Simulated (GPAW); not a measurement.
## Li/Au(100) in an electric field

Wanted: the out-of-plane polarisability of Li/Au(100).

Method: GPAW, PAW setups; slab in vacuum, relaxation, in the first sound run; inputs show where later runs differ, in GPAW 26.7.0.

## 1. The starting structure

The cell holds 5 atoms: 4 Au and 1 Li. Cell: a = 2.885 Å, b = 2.885 Å, c = 21.997 Å, α = 90.0°, β = 90.0°, γ = 90.0°. Vacuum lies along c.

Coordinates:

```
Au Li
1.0
     2.88500    0.00000    0.00000
     0.00000    2.88500    0.00000
     0.00000    0.00000   21.99680
Au Li
4 1
Direct
  0.50000 0.50000 0.31823
  0.00000 0.00000 0.41097
  0.50000 0.50000 0.50371
  0.00000 0.00000 0.59645
  0.50000 0.50000 0.68177
```

## 2. Relaxation

The atoms are relaxed first, since the surface dipole, and with it the work function, follows the positions of the outer layers. The lowest 2 atoms are held at bulk positions and keep their forces.

Contents of run.py:

```python
import json
import numpy as np
from ase import Atoms
from ase.constraints import FixAtoms
from ase.optimize import BFGS
from gpaw import GPAW, PW

slab = Atoms(
    ['Au', 'Au', 'Au', 'Au', 'Li'],
    positions=[
        [1.44250, 1.44250, 7.00000],
        [0.00000, 0.00000, 9.04000],
        [1.44250, 1.44250, 11.08000],
        [0.00000, 0.00000, 13.12000],
        [1.44250, 1.44250, 14.99680]],
    cell=[[2.885, 0.0, 0.0], [0.0, 2.885, 0.0], [0.0, 0.0, 21.9968]],
    pbc=[True, True, False])

slab.calc = GPAW(mode=PW(400), xc='PBE', kpts={'size': (11, 11, 1), 'gamma': True},
                 occupations={'name': 'fermi-dirac', 'width': 0.1}, nbands='300%',
                 convergence={'density': 1e-05}, maxiter=200,
                 poissonsolver={'dipolelayer': 'xy'},
                 symmetry={'tolerance': 1e-3, 'extra_ids': [1, 1, 0, 0, 0]}, txt='slab.txt')
result = {}
slab.set_constraint(FixAtoms([0, 1]))
path = []
opt = BFGS(slab, maxstep=0.2)
opt.attach(lambda: path.append((slab.get_potential_energy(), slab.positions.tolist(), slab.get_forces().tolist())))
result['relaxed'] = bool(opt.run(fmax=0.03, steps=40))
result['path'] = path
energy = slab.get_potential_energy()
fermi = slab.calc.get_fermi_level()
v = slab.calc.get_electrostatic_potential().mean((0, 1)) - fermi
n = slab.calc.get_pseudo_density().mean((0, 1))
L = slab.cell[2, 2]
z = np.arange(len(v)) * L / len(v)
low, high = slab.positions[:, 2].min(), slab.positions[:, 2].max()
below, above = np.interp([low - 4.8, high + 4.8], z, v)
slopes = [np.interp(x, z, np.gradient(v, z)) for x in (low - 4.8, high + 4.8)]
eps = np.array([[slab.calc.get_eigenvalues(k, s) for k in range(len(slab.calc.get_ibz_k_points()))]
                for s in range(slab.calc.get_number_of_spins())]) - fermi
top, bottom = eps[eps < 0].max(), eps[eps > 0].min()
dipole = slab.get_dipole_moment()[2]
print(f'energy {energy:.4f} eV, Fermi level {fermi:.4f} eV, dipole {dipole:.5f} e A')
print(f'potential 4.8 A off the faces, from the Fermi level: lower {below:.4f} eV, upper {above:.4f} eV')
print(f'slope of the potential there: lower {slopes[0]:.5f}, upper {slopes[1]:.5f} eV/A')
print(f'nearest levels on the mesh: {top:.4f} and {bottom:.4f} eV')
print('magnetic moment', round(slab.get_magnetic_moment(), 3))
result.update(energy=energy, fermi=fermi, dipole=dipole, below=below, above=above, slopes=slopes, edges=[top, bottom],
              z=z.tolist(), v=v.tolist(), n=n.tolist(), positions=slab.positions.tolist(),
              forces=slab.get_forces(apply_constraint=False).tolist(), moments=slab.get_magnetic_moments().tolist())
json.dump(result, open('result.json', 'w'))
```

Run with:

```
$ OMP_NUM_THREADS=1 OPENBLAS_NUM_THREADS=1 python run.py
```

Output:

```text
Step          Energy          fmax
BFGS:    0      -14.279313        1.187518
BFGS:    1      -14.301139        1.064127
BFGS:    2      -14.397255        0.519692
BFGS:    3      -14.403090        0.523744
BFGS:    4      -14.412465        0.422961
BFGS:    5      -14.420838        0.227291
BFGS:    6      -14.425548        0.184864
BFGS:    7      -14.426429        0.159194
BFGS:    8      -14.427176        0.136383
BFGS:    9      -14.429344        0.151675
BFGS:   10      -14.432950        0.190892
BFGS:   11      -14.437340        0.167379
BFGS:   12      -14.439915        0.089622
BFGS:   13      -14.440703        0.021042
energy -14.4136 eV, Fermi level 1.6667 eV, dipole 0.10946 e A
potential 4.8 A off the faces, from the Fermi level: lower 5.0622 eV, upper 2.6747 eV
slope of the potential there: lower -0.00027, upper 0.00419 eV/A
nearest levels on the mesh: -0.0193 and 0.0032 eV
magnetic moment 0.0
```

The job ended after 15 min (1 thread of Intel Xeon Platinum 8488C (Sapphire Rapids), shared host; peak memory 0.26 GiB).

The steps of the relaxation:

```
step  energy less that of the first step (eV)  largest force (eV/Å)
   1                                   0.0000                1.1875
   2                                  -0.0221                1.0641
   3                                  -0.1216                0.5197
   4                                  -0.1280                0.5237
   5                                  -0.1380                0.4230
   6                                  -0.1465                0.2273
   7                                  -0.1508                0.1849
   8                                  -0.1514                0.1592
   9                                  -0.1520                0.1364
  10                                  -0.1538                0.1517
  11                                  -0.1572                0.1909
  12                                  -0.1616                0.1674
  13                                  -0.1645                0.0896
  14                                  -0.1656                0.0210
```

The atoms that moved most (Å):

```
atom     dx     dy     dz  length
 Au4  0.000  0.000  0.335   0.335
 Au3  0.000  0.000  0.127   0.127
 Li5  0.000  0.000  0.098   0.098
```

The relaxed structure:

```cif
data_structure
_symmetry_space_group_name_H-M 'P 1'
_symmetry_Int_Tables_number 1
_cell_length_a 2.8850
_cell_length_b 2.8850
_cell_length_c 21.9968
_cell_angle_alpha 90.000
_cell_angle_beta 90.000
_cell_angle_gamma 90.000
_cell_volume 183.08
loop_
_atom_site_label
_atom_site_type_symbol
_atom_site_fract_x
_atom_site_fract_y
_atom_site_fract_z
_atom_site_occupancy
Au1 Au 0.50000 0.50000 0.31823 1
Au2 Au 0.00000 0.00000 0.41097 1
Au3 Au 0.50000 0.50000 0.50949 1
Au4 Au 0.00000 0.00000 0.61169 1
Li5 Li 0.50000 0.50000 0.68622 1
```

This step gave:

| Quantity | Value |
| --- | --- |
| dipole along the normal | 0.1095 e·Å |
| levels nearest the Fermi level on the mesh | -0.01929, 0.003156 eV from the Fermi level |
| upper work function | 2.675 eV |
| lower work function | 5.062 eV |

The electrostatic potential energy of an electron (without an applied field's), less the Fermi level, planar mean oscillates, so the rows of the table below give means over windows of 2.2 Å about each position, cut where the curve ends. Its maxima inside the range that stand out by 2 % of the span (Å: eV): 1.8: 5.06, 8.1: -1.43, 10.2: -0.380, 12.4: 0.0535, 14.6: -1.36. Its minima: 7.0: -19.4, 9.0: -19.7, 11.2: -19.7, 13.4: -19.9, 15.1: -3.00.

The electrostatic potential energy of an electron (without an applied field's), less the Fermi level, planar mean by z; means over each step:

```
z (Å)  electrostatic potential energy of an electron (without an applied field's), less the Fermi level, planar mean (eV)
 1.10                                                                                                                4.96
 3.30                                                                                                                5.06
 5.50                                                                                                                2.06
 7.70                                                                                                               -9.96
 9.90                                                                                                               -9.13
12.10                                                                                                               -8.47
14.30                                                                                                               -7.82
16.50                                                                                                                1.22
18.70                                                                                                                2.64
20.90                                                                                                                2.73
```

The pseudo valence density, planar mean oscillates, so the rows of the table below give means over windows of 2.09 Å about each position, cut where the curve ends. Its maxima inside the range that stand out by 2 % of the span (Å: e/Å³): 6.9: 1.08, 9.0: 1.11, 11.1: 1.07, 13.4: 1.11. Its minima: 8.0: 0.339, 10.1: 0.284, 12.4: 0.248.

The pseudo valence density, planar mean by z; means over each step:

z (Å), pseudo valence density, planar mean (e/Å³) and a bar:
```
     1.04       0.00 
     3.13       0.00 
     5.22       0.06 ###
     7.31       0.63 ##############################
     9.40       0.62 #############################
    11.49       0.61 #############################
    13.58       0.61 #############################
    15.67       0.05 ##
    17.77       0.00 
    19.85       0.00
```

The relaxation lowered the energy of the cell by 0.166 eV (energies extrapolated to zero smearing; the optimiser's log prints free energies). The largest force left on a free atom is 0.021 eV/Å.

## 3. Plane waves, PBE

The work function is the vacuum plateau of the electrostatic potential less the Fermi level; a dipole layer lets the two faces have plateaus of their own.

This step: GPAW, PAW setups; slab in vacuum (GPAW 26.7.0).

Changes to run.py since step 2:

```diff
@@ -3,4 +3,2 @@
 from ase import Atoms
-from ase.constraints import FixAtoms
-from ase.optimize import BFGS
 from gpaw import GPAW, PW
@@ -12,5 +10,5 @@
         [0.00000, 0.00000, 9.04000],
-        [1.44250, 1.44250, 11.08000],
-        [0.00000, 0.00000, 13.12000],
-        [1.44250, 1.44250, 14.99680]],
+        [1.44250, 1.44250, 11.20712],
+        [-0.00000, -0.00000, 13.45525],
+        [1.44250, 1.44250, 15.09458]],
     cell=[[2.885, 0.0, 0.0], [0.0, 2.885, 0.0], [0.0, 0.0, 21.9968]],
@@ -22,10 +20,4 @@
                  poissonsolver={'dipolelayer': 'xy'},
-                 symmetry={'tolerance': 1e-3, 'extra_ids': [1, 1, 0, 0, 0]}, txt='slab.txt')
+                 symmetry={'tolerance': 1e-3}, txt='slab.txt')
 result = {}
-slab.set_constraint(FixAtoms([0, 1]))
-path = []
-opt = BFGS(slab, maxstep=0.2)
-opt.attach(lambda: path.append((slab.get_potential_energy(), slab.positions.tolist(), slab.get_forces().tolist())))
-result['relaxed'] = bool(opt.run(fmax=0.03, steps=40))
-result['path'] = path
 energy = slab.get_potential_energy()
```

Output:

```text
energy -14.4136 eV, Fermi level 1.6667 eV, dipole 0.10948 e A
potential 4.8 A off the faces, from the Fermi level: lower 5.0623 eV, upper 2.6749 eV
slope of the potential there: lower -0.00029, upper 0.00420 eV/A
nearest levels on the mesh: -0.0193 and 0.0032 eV
magnetic moment 0.0
```

It took 92 s on 1 thread; peak memory 0.24 GiB.

Numbers from this step:

```yaml
levels_nearest_the_fermi_level_on_the_mesh: -0.01929, 0.003180 eV from the Fermi level
```

The electrostatic potential energy of an electron (without an applied field's), less the Fermi level, planar mean by z:

```
z (Å)  electrostatic potential energy of an electron (without an applied field's), less the Fermi level, planar mean (eV)
  0.0                                                                                                                3.87
  0.5                                                                                                                5.06
  1.0                                                                                                                5.06
  1.5                                                                                                                5.06
  2.0                                                                                                                5.06
  2.5                                                                                                                5.06
  3.0                                                                                                                5.06
  3.5                                                                                                                5.06
  4.0                                                                                                                5.05
  4.5                                                                                                                5.01
  5.0                                                                                                                4.86
  5.5                                                                                                                4.22
  6.0                                                                                                                1.50
  6.5                                                                                                               -8.54
  7.0                                                                                                               -19.3
  7.5                                                                                                               -9.07
  8.0                                                                                                               -1.43
  8.5                                                                                                               -8.25
  9.0                                                                                                               -19.6
  9.5                                                                                                               -10.3
 10.0                                                                                                              -0.810
 10.5                                                                                                               -4.05
 11.0                                                                                                               -17.3
 11.5                                                                                                               -15.1
 12.0                                                                                                               -2.47
 12.5                                                                                                              -0.653
 13.0                                                                                                               -10.6
 13.5                                                                                                               -19.9
 14.0                                                                                                               -8.48
 14.5                                                                                                               -1.48
 15.0                                                                                                               -2.83
 15.5                                                                                                               -1.61
 16.0                                                                                                               0.600
 16.5                                                                                                                1.73
 17.0                                                                                                                2.26
 17.5                                                                                                                2.50
 18.0                                                                                                                2.60
 18.5                                                                                                                2.65
 19.0                                                                                                                2.66
 19.5                                                                                                                2.67
 20.0                                                                                                                2.67
 20.5                                                                                                                2.68
 21.0                                                                                                                2.68
 21.5                                                                                                                2.68
```

The pseudo valence density, planar mean oscillates, so the rows of the table below give means over windows of 2.09 Å about each position, cut where the curve ends. Its maxima inside the range that stand out by 2 % of the span (Å: e/Å³): 6.9: 1.08, 9.0: 1.11, 11.1: 1.07, 13.4: 1.11. Its minima: 8.0: 0.339, 10.1: 0.284, 12.4: 0.248.

Table of pseudo valence density, planar mean by z; means over each step:

```
z (Å)  pseudo valence density, planar mean (e/Å³)
 1.04                                           0
 3.13                                      1.6e-4
 5.22                                      0.0614
 7.31                                       0.633
 9.40                                       0.620
11.49                                       0.610
13.58                                       0.610
15.67                                      0.0491
17.77                                     0.00285
19.85                                      8.2e-5
```

Force by atom:

```
atom  x (eV/Å)  y (eV/Å)  z (eV/Å)   size
 Au1     0.000     0.000    -0.411  0.411
 Au2     0.000     0.000     0.419  0.419
 Au3     0.000     0.000    -0.013  0.013
 Au4     0.000     0.000     0.021  0.021
 Li5     0.000     0.000    -0.016  0.016
```

The potential is flat to 0.004 eV/Å where it is read, so the vacuum is wide enough.

(Part 1 of 3 ends here.)

[Logs are printed without paths, hosts, clocks, repeated set-up lines and the standing remarks that a program may print on its own settings, such as how far it seeks lower states.]

[Hosts, paths, dates, database ids (printed as entryN), source tags and the programs' standing remarks are cut or masked in the printed files.]
